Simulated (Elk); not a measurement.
## Fixed-spin-moment curve of Fe

How stiff is the moment of Fe, and are there other minima?

Method: LDA (Perdew-Wang); all-electron APW+lo, Dirac cores, scalar-relativistic bands, in Elk 11.2.3 (patched build).

The database entry behind the starting cell differs from later determinations by our own check (an axis about 0.7 % long against later determinations), so it need not match the best structure at ambient conditions.

### 1. Starting point

It takes space group Im-3m (No. 229, cubic). Conventional cell: a = 2.886 Å, b = 2.886 Å, c = 2.886 Å, α = 90.00°, β = 90.00°, γ = 90.00°. Nearest to Fe lie 8 Fe at 2.50 Å.

### 2. Unconstrained state

The free run shows where the moment settles by itself and gives the state from which the held runs start.

The last three numbers of an atom's line are a seed field in its sphere. It points against the wanted moment and shrinks by the factor reducebf each loop.

elk.in reads:

```
tasks
  0

xctype
  3

rgkmax
  7.0

nempty
  10

swidth
  0.003

reducebf
  0.5

epsengy
  1e-05

maxscl
  120

spinpol
  .true.

sppath
  './'

avec
  -2.72687479783 2.72687479783 2.72687479783
  2.72687479783 -2.72687479783 2.72687479783
  2.72687479783 2.72687479783 -2.72687479783

atoms
  1
  'Fe.in'
  1
  0.0000000000 0.0000000000 0.0000000000   0.000000 0.000000 -0.140000

ngridk
  14 14 14
```

Command:

```sh
$ OMP_NUM_THREADS=4 elk
```

Numbers of over 12 decimals in the logs are rounded to 6 here.

Log:

```text
Warning(init1): few empty states an atom for a second variation :    10.00000000
 they are its basis, with spin, DFT+U, afieldc (12 by default), in Hartree-Fock and RDMFT; 30 and more for pressures

--- INFO.OUT ---
┌─────────────────────────┐
│ Elk code version 11.2.3 │
└─────────────────────────┘

All units are atomic (Hartree, Bohr, etc.)

┌─────────────────────────────────────────────────┐
│ Ground-state run starting from atomic densities │
└─────────────────────────────────────────────────┘

Lattice vectors :
  -2.726874798       2.726874798       2.726874798
   2.726874798      -2.726874798       2.726874798
   2.726874798       2.726874798      -2.726874798

Reciprocal lattice vectors :
  0.2965383148E-16   1.152085404       1.152085404
   1.152085404      0.2965383148E-16   1.152085404
   1.152085404       1.152085404      0.2965383148E-16

Unit cell volume      :    81.10648601
Brillouin zone volume :    3.058327708

Muffin-tin inner radius fraction :   0.1000000000E-01

Nuclei treated as point charges

Species : 1 (Fe)
 parameters loaded from : Fe.in
 name : iron
 nuclear charge    :   -26.00000000
 electronic charge :    26.00000000
 atomic mass :    101799.2075
 muffin-tin radius :    2.336542848
 number of radial points in muffin-tin :    497
 inner part over the whole radius :   0.9819233484E-02
 number on inner part of muffin-tin    :    350
 approximate nuclear radius :   0.7160107270E-04
 number of mesh points to nuclear radius :    167
 atomic positions (lattice), magnetic fields (Cartesian) :
  1 :   0.00000000  0.00000000  0.00000000    0.00000000  0.00000000 -0.14000000

Total number of atoms per unit cell :    1
Total muffin-tin volume :    53.43303687
 ratio of muffin-tin to unit cell volume :   0.6588010343

Spin treatment :
 spin-polarised
 global magnetic field (Cartesian) :    0.000000000       0.000000000       0.000000000
 collinear magnetisation in z-direction

Number of Bravais lattice symmetries :   48
Number of crystal symmetries         :   48
Crystal has inversion symmetry
Real symmetric eigensolver will be used

k-point grid :     14    14    14
k-point offset :    0.000000000       0.000000000       0.000000000
k-point set is reduced with full crystal symmetry group
Total number of k-points :      104

Muffin-tin radius times maximum |G+k| :    7.000000000
 using average radius
Maximum |G+k| for APW functions       :    2.995879150
Maximum (1/2)|G+k|²                   :    4.487645939
Maximum |G| for potential and density :    12.00000000
Constant for pseudocharge density :    7
 order of it for each species :   14
 order of it for pair densities of each species (exact exchange by exxq0 0: 14) :   10
Radial integration step length :    1

G-vector grid sizes :     20    20    20
Number of G-vectors :     2347

Maximum angular momentum used for
 APW functions            :    8
 outer part of muffin-tin :    6
 inner part of muffin-tin :    2

Total nuclear charge    :   -26.00000000
Total core charge       :    10.00000000
Total valence charge    :    16.00000000
Total excess charge     :    0.000000000
Total electronic charge :    26.00000000

Effective Wigner radius, rₛ :   0.9064236105

Number of empty states         :     10
Total number of valence states :     38
Total number of core states    :     10

Third-order local-orbitals added for an l without core states : T
Total number of local-orbitals :     23

Exchange-correlation functional :      3     0     0
 Perdew-Wang/Ceperley-Alder, Phys. Rev. B 45, 13244 (1992)
 gradient requirement :    0
 local density approximation (LDA)

Smearing type :    3
 Fermi-Dirac
Smearing width :   0.3000000000E-02
Effective electronic temperature (K) :    947.3250744

Mixing type :    3
 Broyden mixing, J. Phys. A: Math. Gen. 17, L317 (1984)

Kohn-Sham potential initialised from atomic data

┌──────────────────────────────┐
│ Self-consistent loop started │
└──────────────────────────────┘

┌─────────────────┐
│ Loop number : 1 │
└─────────────────┘

Energies :
 Fermi                       :     0.188121
 sum of occupied eigenvalues :     -737.48617563173
 electron kinetic            :      1285.1313823688
 core electron kinetic       :      1146.0667167258
 Coulomb                     :     -2502.2901421760
 Coulomb potential           :     -1952.1695305567
 nuclear-nuclear             :     -225.54407463171
 electron-nuclear            :     -2610.3103060269
 Hartree                     :      333.56423848255
 Madelung                    :     -1526.2053768977
 xc potential                :     -70.324285018213
 xc effective B-field        :    -0.112528
 external B-field            :      0.000000
 exchange                    :     -51.298936347459
 correlation                 :     -2.217729
 electron entropic           :    -0.86075365239259E-03
 total energy                :     -1270.6762855163
 (external B-field energy excluded from total)

Density of states at Fermi energy :    29.02174363
 (states/Hartree/unit cell)

Estimated indirect band gap :   0.4972449537E-03
 from k-point 100 to k-point 71
Estimated direct band gap   :   0.2131772633E-02
 at k-point 2

Charges :
 core                        :    10.00000000
 valence                     :    16.00000000
 interstitial                :    1.082333283
 muffin-tins (core leakage)
  species : 1 (Fe)
   atom 1                    :    24.91766672     ( -0.3589114955E-05)
 total in muffin-tins        :    24.91766672
 total calculated charge     :    26.00011771
 total charge                :    26.00000000
 error                       :   0.1177100768E-03

Moments :
 interstitial                :  -0.2600651108E-01
 muffin-tins
  species : 1 (Fe)
   atom 1                    :    2.421998897
 total in muffin-tins        :    2.421998897
 total moment                :    2.395992386

┌─────────────────┐
│ Loop number : 2 │
└─────────────────┘

Energies :
 Fermi                       :     0.188494
 sum of occupied eigenvalues :     -737.48867973698
 electron kinetic            :      1285.0258030256
 core electron kinetic       :      1145.9928131361
 Coulomb                     :     -2502.3493330198
 Coulomb potential           :     -1952.1431310868
 nuclear-nuclear             :     -225.54407463171
 electron-nuclear            :     -2610.4556356992
 Hartree                     :      333.65037731110
 Madelung                    :     -1526.2777674764
 xc potential                :     -70.249264673998
 xc effective B-field        :    -0.112660
 external B-field            :      0.000000
 exchange                    :     -51.304308750957
 correlation                 :     -2.217877
 electron entropic           :    -0.85823003230660E-03
 total energy                :     -1270.8465740934
 (external B-field energy excluded from total)

Density of states at Fermi energy :    28.89964632
 (states/Hartree/unit cell)

Estimated indirect band gap :   0.4006437606E-03
 from k-point 89 to k-point 71
Estimated direct band gap   :   0.2129685085E-02
 at k-point 2

Charges :
 core                        :    10.00000000
 valence                     :    16.00000000
 interstitial                :    1.080246364
 muffin-tins (core leakage)
  species : 1 (Fe)
   atom 1                    :    24.91975364     ( -0.3589114755E-05)
 total in muffin-tins        :    24.91975364
 total calculated charge     :    26.00011765
 total charge                :    26.00000000
 error                       :   0.1176498978E-03

Moments :
 interstitial                :  -0.2594307219E-01
 muffin-tins
  species : 1 (Fe)
   atom 1                    :    2.423396300
 total in muffin-tins        :    2.423396300
 total moment                :    2.397453228

RMS change in Kohn-Sham potential (target) :   0.4707445795     (  0.1000000000E-05)
Absolute change in total energy (target)   :   0.1702885771     (  0.1000000000E-04)

[... loops 3 to 15 left out ...]

┌──────────────────┐
│ Loop number : 16 │
└──────────────────┘

Energies :
 Fermi                       :     0.279107
 sum of occupied eigenvalues :     -735.60903346393
 electron kinetic            :      1287.0291951053
 core electron kinetic       :      1146.2846932947
 Coulomb                     :     -2503.9495483666
 Coulomb potential           :     -1951.6189808842
 nuclear-nuclear             :     -225.54407463171
 electron-nuclear            :     -2614.1935757608
 Hartree                     :      335.78810202589
 Madelung                    :     -1528.1400579245
 xc potential                :     -70.919930831357
 xc effective B-field        :    -0.99316886869150E-01
 external B-field            :      0.000000
 exchange                    :     -51.429641247787
 correlation                 :     -2.222788
 electron entropic           :    -0.78779819632023E-03
 total energy                :     -1270.5735703053
 (external B-field energy excluded from total)

Density of states at Fermi energy :    25.68362220
 (states/Hartree/unit cell)

Estimated indirect band gap :   0.7487216178E-03
 from k-point 47 to k-point 30
Estimated direct band gap   :   0.6686996675E-02
 at k-point 103

Charges :
 core                        :    10.00000000
 valence                     :    16.00000000
 interstitial                :    1.030600844
 muffin-tins (core leakage)
  species : 1 (Fe)
   atom 1                    :    24.96939916     ( -0.3589114838E-05)
 total in muffin-tins        :    24.96939916
 total calculated charge     :    26.00011465
 total charge                :    26.00000000
 error                       :   0.1146545330E-03

Moments :
 interstitial                :  -0.2742755166E-01
 muffin-tins
  species : 1 (Fe)
   atom 1                    :    2.260353969
 total in muffin-tins        :    2.260353969
 total moment                :    2.232926417

RMS change in Kohn-Sham potential (target) :   0.9031996455E-07 (  0.1000000000E-05)
Absolute change in total energy (target)   :   0.6871387768E-05 (  0.1000000000E-04)

Convergence targets achieved

┌──────────────────┐
│ Loop number : 17 │
└──────────────────┘

Energies :
 Fermi                       :     0.279107
 sum of occupied eigenvalues :     -735.60903388991
 electron kinetic            :      1287.0291956623
 core electron kinetic       :      1146.2846932944
 Coulomb                     :     -2503.9495490070
 Coulomb potential           :     -1951.6189811323
 nuclear-nuclear             :     -225.54407463171
 electron-nuclear            :     -2614.1935767363
 Hartree                     :      335.78810236101
 Madelung                    :     -1528.1400584409
 xc potential                :     -70.919931533599
 xc effective B-field        :    -0.99316894107910E-01
 external B-field            :      0.000000
 exchange                    :     -51.429641274201
 correlation                 :     -2.222788
 electron entropic           :    -0.78779825730029E-03
 total energy                :     -1270.5735704158
 (external B-field energy excluded from total)

Density of states at Fermi energy :    25.68362808
 (states/Hartree/unit cell)

Estimated indirect band gap :   0.7485575322E-03
 from k-point 47 to k-point 30
Estimated direct band gap   :   0.6686998990E-02
 at k-point 103

Charges :
 core                        :    10.00000000
 valence                     :    16.00000000
 interstitial                :    1.030600860
 muffin-tins (core leakage)
  species : 1 (Fe)
   atom 1                    :    24.96939914     ( -0.3589114860E-05)
 total in muffin-tins        :    24.96939914
 total calculated charge     :    26.00011465
 total charge                :    26.00000000
 error                       :   0.1146545290E-03

Moments :
 interstitial                :  -0.2742805089E-01
 muffin-tins
  species : 1 (Fe)
   atom 1                    :    2.260353389
 total in muffin-tins        :    2.260353389
 total moment                :    2.232925339

┌──────────────────────────────┐
│ Self-consistent loop stopped │
└──────────────────────────────┘

Wrote STATE.OUT
```

It took 11 s on 4 threads of Arm Neoverse V1, shared host; peak memory 0.07 GiB; 37 s of CPU time.

This step gave:

* density of states at the Fermi level: 0.9439 states/eV/cell
* moment between the spheres: -0.02743 μB
* magnetization: 2.233 μB
* final state: ferromagnetic
* largest moment: 2.260 μB

After 17 cycles the largest moment stands at 2.26 μB.

(Continued in part 2 of 2.)

[Logs and program files are shortened in this print: banners, set-up blocks, solver, clock and traceback lines can be left out without a mark of their own.]

[Logs are printed without paths, hosts, clocks, repeated set-up lines and the standing remarks that a program may print on its own settings, such as how far it seeks lower states.]

[Hosts, paths, dates, database ids (printed as entryN), source tags and the programs' standing remarks are cut or masked in the printed files.]

[Where a cell is said to come from a database of computed structures, the database is the Materials Project.]
